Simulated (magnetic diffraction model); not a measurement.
**Ce₃Mg₁₃B₂ below its ordering temperature**

Space group P6/mmm (no. 191), a = 6.0220 Å, c = 13.2210 Å.

| site | atom | x | y | z |
| --- | --- | --- | --- | --- |
| 2e | Ce | 0 | 0 | 0.3296 |
| 1a | Ce | 0 | 0 | 0 |
| 6i | Mg | 0 | 1/2 | 0.1350 |
| 4h | Mg | 2/3 | 1/3 | 0.3151 |
| 3g | Mg | 0 | 1/2 | 1/2 |
| 2c | B | 1/3 | 2/3 | 0 |

This is a made-up structure (elements placed in a structure type, unrelaxed), so the numbers test the method and describe no known phase.

Only Ce is taken to order (form factors of Ce3+); orders and moment sizes are assumed, and not adapted to the symmetry. Radiation: neutrons of λ = 2.567 Å (absorption by B left out), 3° to 75°; isotropic B of 0.11 Å² (Ce), 0.22 Å² (Mg) and 0.23 Å² (B). Simulated constant-wavelength pattern: nuclear and magnetic terms add, the magnetic one as |2.695 fm × Σ f S⊥ exp(2πi Q·r) exp(−B s²)|², summed over all Q at one angle with the factor 1/(sin²θ cos θ). For collinear order S is the moment m, which repeats by lattice and centring translations R with the sign exp(−2πi k·R). Free-ion form factors, Sears's scattering lengths of 1992, no absorption; a label names one of the reflections at its angle. The strongest nuclear line in the range is 100, and lines under 0.2 are left out.

Above the ordering temperature:

```tsv
2θ (°)	index	I
11.14	(0 0 1)	6.4
22.39	(0 0 2)	1.7
28.50	(1 0 0)	17.2
30.68	(1 0 1)	0.6
36.54	(1 0 2)	0.4
44.83	(1 0 3)	8.6
45.70	(0 0 4)	0.2
50.46	(1 1 0)	18.3
55.86	(1 1 2)	2.4
58.08	(0 0 5)	8.4
58.97	(2 0 0)	33.5
60.23	(2 0 1)	0.6
62.16	(1 1 3)	100.0
63.89	(2 0 2)	5.1
65.94	(1 0 5)	4.7
69.77	(2 0 3)	45.3
70.43	(1 1 4)	5.3
71.25	(0 0 6)	18.7
```

Below it (cell unchanged):

```tsv
2θ (°)	I
11.14	6.4
21.98	13.6
22.39	1.7
28.50	17.2
29.92	4.0
30.68	0.6
36.54	0.4
41.79	5.0
44.83	8.6
45.70	0.2
46.76	2.5
50.46	18.3
53.98	2.3
55.67	1.6
55.86	2.4
58.08	8.4
58.17	1.8
58.97	33.5
60.23	0.6
62.16	100.0
63.89	5.1
65.94	4.7
66.03	2.6
67.53	2.1
69.77	45.3
69.77	1.3
70.43	5.3
71.24	1.4
71.25	18.7
```

**Question.** Check that the new lines index with k = (1/2 1/2 1/2), then choose among these models:
A. collinear moments along [120], 2 μB on Ce; signs + at (0, 0, 0.3296), + at (0, 0, 0.6704), + at (0, 0, 0)
B. collinear moments along [001], 2 μB on Ce; signs + at (0, 0, 0.3296), + at (0, 0, 0.6704), + at (0, 0, 0)
C. collinear moments along [001], 2 μB on Ce; signs + at (0, 0, 0.3296), − at (0, 0, 0.6704), − at (0, 0, 0)
D. collinear moments along [120], 2 μB on Ce; signs + at (0, 0, 0.3296), − at (0, 0, 0.6704), − at (0, 0, 0)

The new lines index as (1/2 -1/2 3/2) at 21.98°, (1/2 1/2 3/2) at 29.92°, (3/2 -1/2 3/2) at 41.79° and (3/2 -3/2 3/2) at 46.76°, that is as H ± k with k = (1/2 1/2 1/2), one of 3 inequivalent arms of its star (k and −k counted as one), which a powder can't tell apart. Half indices mean that the moments reverse under translations with k·R a half-integer, and the magnetic cell has twice the primitive volume.

Magnetic intensity, observed (below minus above) and for each model:

| 2θ (°) | index | observed | A | B | C | D |
| --- | --- | --- | --- | --- | --- | --- |
| 15.20 | (1/2 -1/2 1/2) | <0.2 | 11.1 | 12.2 | <0.2 | <0.2 |
| 21.98 | (1/2 -1/2 3/2) | 13.6 | 1.5 | 0.7 | 6.3 | 13.6 |
| 25.25 | (1/2 1/2 1/2) | <0.2 | 1.4 | 4.8 | <0.2 | <0.2 |
| 29.92 | (1/2 1/2 3/2) | 4.0 | 0.4 | 0.6 | 5.5 | 4.0 |
| 31.58 | (1/2 -1/2 5/2) | <0.2 | 3.2 | 0.7 | <0.2 | <0.2 |
| 38.44 | (3/2 -1/2 1/2) | <0.2 | 2.3 | 4.2 | <0.2 | <0.2 |
| 41.79 | (3/2 -1/2 3/2) | 5.0 | 0.6 | 0.8 | 6.8 | 5.0 |
| 55.67 | (3/2 1/2 3/2) | 1.6 | <0.2 | 0.5 | 4.1 | 1.6 |

Model D matches.

The structure used: k = (1/2 1/2 1/2), collinear moments along [120], 2 μB on Ce; signs + at (0, 0, 0.3296), − at (0, 0, 0.6704), − at (0, 0, 0).

[Logs are printed without paths, hosts, clocks, repeated set-up lines and the standing remarks that a program may print on its own settings, such as how far it seeks lower states.]
